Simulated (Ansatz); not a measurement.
# Σ5 (310) boundary in bcc Ta, starting shift (0.33, 0): structure and resistance, part 2 of 3

Wanted: what the Σ5 (310) boundary in bcc Ta, starting shift (0.33, 0) costs an interconnect.

Ansatz 0.2.0; Ansatz plane-wave DFT, PBE, PAW files; relaxation of a bicrystal slab with its lowest layers held; PAW set soft_1 (the session's first sound run).

So far. Step 2 (Relaxing the bicrystal): The largest force component on a free atom ends at 0.030 eV/Å, under the tolerance of 0.03, after 9 steps.

## (3) Transmission across the boundary

Bulk layers of each grain are laid under and over the relaxed boundary, and a lead is named in the middle of each, away from the free faces. The mesh across the current, 20×20, is finer than the density's, because channels open and close sharply across the zone. Energies from -0.1 to 0.1 eV in steps of 0.05 eV are too few for the program's thermal sum, so it prints no conductance; for a metal the transmission near the Fermi level serves, at a fraction of the cost.

This step: Ansatz plane-wave DFT, PBE, PAW files; ballistic transport by layer matching (Landauer), zero bias; boundary relaxed in a short slab, bulk layers laid on; PAW set soft_1 (Ansatz 0.2.0).

System of this step: Σ5 (310) boundary in bcc Ta, starting shift (0.33, 0). The cell holds 41 atoms: 41 Ta. Its edges and angles: a = 5.477 Å, b = 3.303 Å, c = 50.215 Å, α = 90.0°, β = 90.0°, γ = 72.5°. It derives from Ta. Regions: lower grain, 17 atoms (17 Ta); boundary, 11 atoms (11 Ta); upper grain, 13 atoms (13 Ta). Vacuum lies along c.

The input, input.yaml:

```yaml
crystal:
  lattice:
    - [5.4766761838, 0.0, 0.0]
    - [0.9957593061, 3.1488674087, 0.0]
    - [0.0, 0.0, 50.215419204]
  atoms:
    - { symbol: Ta, position: [-9.2000000003, -6.8999999999, 0.0796568079] }
    - { symbol: Ta, position: [-8.8000000003, -6.5999999999, 0.1004544272] }
    - { symbol: Ta, position: [-8.4000000002, -6.3, 0.1212520464] }
    - { symbol: Ta, position: [-8.0000000002, -6.0, 0.1420496657] }
    - { symbol: Ta, position: [-7.6000000002, -5.7, 0.162847285] }
    - { symbol: Ta, position: [-7.2000000002, -5.4, 0.1836449043] }
    - { symbol: Ta, position: [-6.8000000002, -5.1, 0.2044425236] }
    - { symbol: Ta, position: [-6.4000000002, -4.8, 0.2252401429] }
    - { symbol: Ta, position: [-6.0000000002, -4.5, 0.2460377622] }
    - { symbol: Ta, position: [-5.6000000002, -4.2, 0.2668353815] }
    - { symbol: Ta, position: [-5.2000000002, -3.9, 0.2876330007] }
    - { symbol: Ta, position: [-4.8000000002, -3.6, 0.30843062] }
    - { symbol: Ta, position: [-4.4000000001, -3.3, 0.3292282393] }
    - { symbol: Ta, position: [-4.0000000001, -3.0, 0.3500258586] }
    - { symbol: Ta, position: [-3.6000000001, -2.7, 0.3708234779] }
    - { symbol: Ta, position: [-3.2000000001, -2.4, 0.3916210972] }
    - { symbol: Ta, position: [-2.8000000001, -2.1, 0.4124187165] }
    - { symbol: Ta, position: [0.5999999999, 0.2, 0.4332163357] }
    - { symbol: Ta, position: [1.000043689, 0.4984613419, 0.4531305055] }
    - { symbol: Ta, position: [0.3987952313, 0.7996610894, 0.4754176856] }
    - { symbol: Ta, position: [0.8087359192, 0.0899857856, 0.4956677921] }
    - { symbol: Ta, position: [0.203229587, 0.3957995571, 0.5177551517] }
    - { symbol: Ta, position: [0.6081840494, 0.7010939424, 0.5363299372] }
    - { symbol: Ta, position: [0.0029642063, -0.0745449696, 0.5615408339] }
    - { symbol: Ta, position: [0.5025431318, 0.4154956957, 0.5840226731] }
    - { symbol: Ta, position: [0.1128357146, 0.1856234847, 0.6096256641] }
    - { symbol: Ta, position: [0.7080136982, 0.8782299941, 0.6280515781] }
    - { symbol: Ta, position: [0.3163369999, 0.5690527533, 0.6499741414] }
    - { symbol: Ta, position: [-2.0836630001, -1.7309472467, 0.6707717607] }
    - { symbol: Ta, position: [-2.4836630001, -2.0309472467, 0.69156938] }
    - { symbol: Ta, position: [-2.8836630001, -2.3309472467, 0.7123669993] }
    - { symbol: Ta, position: [-3.2836630001, -2.6309472467, 0.7331646185] }
    - { symbol: Ta, position: [-3.6836630001, -2.9309472467, 0.7539622378] }
    - { symbol: Ta, position: [-4.0836630001, -3.2309472467, 0.7747598571] }
    - { symbol: Ta, position: [-4.4836630001, -3.5309472467, 0.7955574764] }
    - { symbol: Ta, position: [-4.8836630001, -3.8309472467, 0.8163550957] }
    - { symbol: Ta, position: [-5.2836630002, -4.1309472467, 0.837152715] }
    - { symbol: Ta, position: [-5.6836630002, -4.4309472467, 0.8579503343] }
    - { symbol: Ta, position: [-6.0836630002, -4.7309472467, 0.8787479536] }
    - { symbol: Ta, position: [-6.4836630002, -5.0309472467, 0.8995455728] }
    - { symbol: Ta, position: [-6.8836630002, -5.3309472467, 0.9203431921] }
kpoints:
  mp_grid: { grid: [8, 8, 1] }
hamiltonian:
  xc: pbe
  pseudopotentials: { kind: paw, azcp: { folder: soft_1 } }
scf:
  occupations: { method: fermi_dirac, width: 0.1 }
output:
  transmission:
    leads: [[9, 10], [33, 34]]
    kmesh: [20, 20]
    e_range: [-0.1, 0.1]
    de: 0.05
  write_potential: true
  write_density: true
  volumetric_format: npy
  elf: true
```

The run is started by

```
ansatz run input.yaml --threads 4 --pin off --max-ram 15360MiB --backend cpu --events-out ev --progress --plain --runs-dir out
```

Numbers of over 12 decimals in the logs are rounded to 6 here.

Output:

```text
[...]
Crystal: 41 atoms, lattice volume = 865.981 Å³
Basis set: ecut = 420 eV, 16987 PW (Γ)
Bands: 320, of which v1, the nominal top of the filled ones, is band 267 counted from 1 (266 counted from 0)
Symmetry: 1 space group operations
[...]
k-points: 34 of 64 (time reversal used)
[...]
SCF iter   1: F=—  HF=-407271.699310 eV  |F-HF|=—  |Δ(HF+E_count)|=         —  Δρ=5.14e-2  dr2=1.01e3  ethr=3.10e-3  ⟨swp⟩=8.1  Hψ=46772  notcnv=0  defer=188
[...]
SCF iter  12: F=-407255.834828 eV  HF=-407255.834828 eV  |F-HF|=2.68e-9  |Δ(HF+E_count)|=   3.20e-8  Δρ=9.23e-7  dr2=1.71e-8  ethr=1.88e-11  ⟨swp⟩=20.3  Hψ=42645  notcnv=0
SCF 1 converged in 12 iterations: F = -407255.834828 eV  dr2 = 1.71e-8
[...]
transmission: 1174 of 11716 steps passed
transmission: 2346 of 11716 steps passed
[...]
transmission: 11716 of 11716 steps passed
WARN: The output density's exchange-correlation potential varies sharply where the density is thin. Do not read a vacuum level from v_tot or v_xc, or from such a field of the output density. On a cell that repeats whose density bears no net charge and no dipole along the vacuum's axis use v_es (v_loc + v_h of the components); under efield.dipole_correction with no amplitude use v_es + v_field, which holds any externa [...]
SCF converged after 12 iterations
Free energy (F): -407255.834828 eV
[...]
Internal energy: -407254.108644 eV  (E = F + TS)
E sigma→0 (E₀):  -407254.971736 eV
Entropy (-TS):   -1.726184 eV (-42.102 meV/atom)
Fermi energy:    15.356121 eV
[...]
--- Band table (eV; the first three rows and the last of 34) ---
  k-point 0: bands = [... 263 lower, 15.9080, 15.9220, 15.9393, 15.9666, 15.9961, 16.0030, 16.0355, 16.0358, ... 49 higher]
  k-point 1: bands = [... 263 lower, 15.5323, 15.5496, 15.5710, 15.5883, 15.6616, 15.6878, 15.7071, 15.7560, ... 49 higher]
  k-point 2: bands = [... 263 lower, 15.0344, 15.0481, 15.0516, 15.0812, 15.0986, 15.1375, 15.1760, 15.1867, ... 49 higher]
  k-point 33: bands = [... 263 lower, 15.1559, 15.1612, 15.2241, 15.2569, 15.2837, 15.3186, 15.4220, 15.4275, ... 49 higher]
--- Transmission ---
  basis      : 157 plane waves across, 58 finite elements along
  points     : 202, standing for a mesh of 20 x 20
  energies   : 5 from -0.100000 to 0.100000 eV about the Fermi level, 0.050000 eV apart; the leads are filled to 0.000000 eV, and channels, transmission and decay are at 0.000000 eV
  crystal 0  : Ta2, at the sites [9, 10], period 2.0887 Å, over 18.80 Å; its Hamiltonian steps by up to 11.6 meV
    offset         : up to 0.0000 Å between an atom of the period and one for which it stands
    channels       : 3.872500e0 a spin
    conductance    : none, the energies end too early or step too widely for 300 K: set another output.transmission.e_range or a lower de, or, where they end at an eighth of basis.ecutwfc, a higher one
[...]
channels       : 3.872500e0 a spin
[...]
junction   : crystal 0 to crystal 1, 12.88 to 37.34 Å
    transmission   : 1.784324e0 a spin
[...]
```

Run time: 33 min. Hardware: 4 threads of Arm Neoverse V1, shared host; peak memory 11 GiB; 2.1 h of CPU time.

This step gave:

```
free energy                                    : -407255.8348 eV
energy at zero smearing                        : -407254.9717 eV
Fermi energy                                   : 15.36 eV
cell area                                      : 17.25 Å²
transmission per spin nearest the Fermi level  : 1.784
open channels per spin nearest the Fermi level : 3.873
open channels per spin, upper lead             : 3.873
step of the lead's potential                   : 11.6 meV
step of the upper lead's potential             : 13.2 meV
```

Per spin. The transmission, zone mean by energy, zero at the Fermi level:

```tsv
energy (eV)	transmission, zone mean
-0.1000	1.98
-0.0500	1.89
0.0000	1.78
0.0500	1.71
0.1000	1.63
```

Per spin. Open channels, zone mean, lead = upper lead against energy, zero at the Fermi level:

```tsv
energy (eV)	open channels, zone mean, lead = upper lead
-0.1000	4.29
-0.0500	4.13
0.0000	3.87
0.0500	3.72
0.1000	3.63
```

Transmission over k1 and k2. At 0.0000 eV from the Fermi level.

Ten even steps from '0' (0.02) to '9' (3.08):
```
55567856645565775576
55578865435656776775
55565444336753468755
10000002344333333221
12233202435688852000
12333332487899984122
23365557768899887751
67556686655978888666
88757897767788888767
88878977765677798788
87678888877677987578
66668888795566866557
21577889988677555633
12214899987842333332
10002588865342023322
11223333334432000000
55578643576334445655
55776776565345688755
56755775655466587655
66557886645466887556
```
Columns: k1 (b1) from -0.5 to 0.45; rows upwards: k2 (b2) from -0.5 to 0.45.

Open channels over k1 and k2. At 0.0000 eV from the Fermi level.

Ten even steps from '0' (1.00) to '9' (7.00):
```
35556655535555665555
33566653335556865553
33355333335653356533
10000011133331333311
11111101135666653110
11111331686666686133
31133566668668666653
88866665555955556666
88866665555555566668
88866655553555566688
88666655555555666688
86666555595555666688
33566668668666653311
13316866666861331111
10113566665311011111
11133331333311100000
33356533565333335533
33555686555333566653
35555665555355566555
55556665555555666555
```
Columns: k1 (b1) from -0.5 to 0.45; rows upwards: k2 (b2) from -0.5 to 0.45.

Electrostatic potential energy in the ca plane at fractional y = 0.925, with atoms of Ta within 0.2 Å of it. With pseudopotentials it is smooth inside the atoms' cores, unlike the true potential.

Values in eV, 8 rows by 16 columns, each cell a mean:
```
 13  10  12  14 -20 -11  15  10  11  12  11  12   9  16  19  19
 15  16  15  14 -10  -3  15 -16 -15  14  15  15  17  18  19  19
 -8   5  16  17  13  14  14 -23 -23  14   0  -6  15  19  19  19
-33 -13  16  11  13  17  16   2   2  15 -21 -29  12  19  19  19
-20  -3  14 -16  -5  15  16  16  15  15  -9 -16  15  19  19  19
 11  12  13 -21  -9  15   8  10  12  12  13  11  15  18  19  19
 15   3   9   6   9  15  -3  -1  12  12  16   8   4  16  19  19
 12  -4   6  16   4   7   6   7  16  11  11   3  -4  14  18  19
```
Columns run along c (16.0 Å, from fractional 0.68 to 1.00 of the cell; values clipped at the 3rd and 97th percentile), rows up along a (5.5 Å). Atoms in or near the plane, at fractional coordinates: Ta at (0.69, 0.52), Ta at (0.84, 0.72), Ta at (0.90, 0.52).

Valence density in the ca plane at fractional y = 0.925, with atoms of Ta within 0.2 Å of it. It is the smooth field of the valence electrons, not physical close to the nuclei.

Ten even steps from '0' (0.0 e/Å³) to '9' (4.5 e/Å³), each cell a mean:
```
00001100000257510000000000000000010000000000
00000000000279620000111000000000000000000000
00000000000146410001366310000000000000000000
00000000000012100001699610000000000000000000
12210000000000000001799710000121000000000000
47741000000000000001477410002686200000000000
79972000000000000000122100004999400000000000
69972000012100000000000000003999300000000000
36631000147520000000000000001465100000000000
01110000279830000000000000000111000000000000
00000000157620000011000000000000000000000000
00000000123210000122100000000000000000000000
00011110000000000133200000000000121000000000
00013210000000000122100000000001232000000000
00012210000122100000000000000001221000000000
```
Columns run along c (16.0 Å, from fractional 0.68 to 1.00 of the cell), rows up along a (5.5 Å). Atoms in or near the plane, at fractional coordinates: Ta at (0.69, 0.52), Ta at (0.84, 0.72), Ta at (0.90, 0.52).

ELF in the ca plane at fractional y = 0.925, with atoms of Ta within 0.2 Å of it. It is the smooth field of the valence electrons, not physical close to the nuclei.

Values, 8 rows by 16 columns, each cell a mean:
```
0.32 0.27 0.32 0.37 0.61 0.50 0.38 0.30 0.32 0.27 0.25 0.36 0.21 0.12 0.05 0.01
0.37 0.42 0.37 0.35 0.47 0.39 0.35 0.51 0.52 0.35 0.37 0.41 0.28 0.14 0.04 0.00
0.44 0.33 0.43 0.47 0.29 0.38 0.40 0.55 0.53 0.31 0.35 0.39 0.16 0.11 0.03 0.00
0.53 0.49 0.45 0.30 0.31 0.45 0.43 0.32 0.34 0.37 0.50 0.56 0.16 0.16 0.05 0.00
0.58 0.39 0.33 0.56 0.43 0.38 0.41 0.41 0.38 0.41 0.46 0.54 0.34 0.38 0.12 0.01
0.31 0.31 0.33 0.62 0.48 0.41 0.28 0.28 0.27 0.27 0.36 0.32 0.45 0.43 0.16 0.01
0.42 0.28 0.27 0.31 0.30 0.41 0.40 0.38 0.29 0.28 0.43 0.33 0.30 0.25 0.13 0.01
0.28 0.40 0.31 0.43 0.32 0.31 0.28 0.29 0.46 0.29 0.28 0.35 0.40 0.14 0.08 0.01
```
Columns run along c (16.0 Å, from fractional 0.68 to 1.00 of the cell), rows up along a (5.5 Å). Atoms in or near the plane, at fractional coordinates: Ta at (0.69, 0.52), Ta at (0.84, 0.72), Ta at (0.90, 0.52).

Over the solved energies the transmission per spin lies between 1.63 and 1.98, out of 3.93 channels of the lead on average (up to 4.29).

## (4) Specific resistance

This step: Ansatz plane-wave DFT, PBE, PAW files; ballistic transport by layer matching (Landauer), zero bias; specific resistance of the boundary; PAW set soft_1 (Ansatz 0.2.0).

This step gave:

* area resistance: 0.6716 fΩ m²
* T over the leads' mean channel count: 0.4575

Averaged over the energies near the Fermi level, 45.7 % of the channels pass, which makes 0.672 fΩ m².

By hand, with T and the leads' channels N averaged over the energies near the Fermi level: RA = A (h/2e²)(1/T − ½[1/N₁ + 1/N₂]) = 17.25×10⁻²⁰ m² × 12 906 Ω × (1/1.798 − ½[1/3.929 + 1/3.931]) = 0.672 fΩ m².

(Continued in part 3 of 3.)

[Logs are printed without paths, hosts, clocks, repeated set-up lines and the standing remarks that a program may print on its own settings, such as how far it seeks lower states.]

[Hosts, paths, dates, database ids (printed as entryN), source tags and the programs' standing remarks are cut or masked in the printed files.]
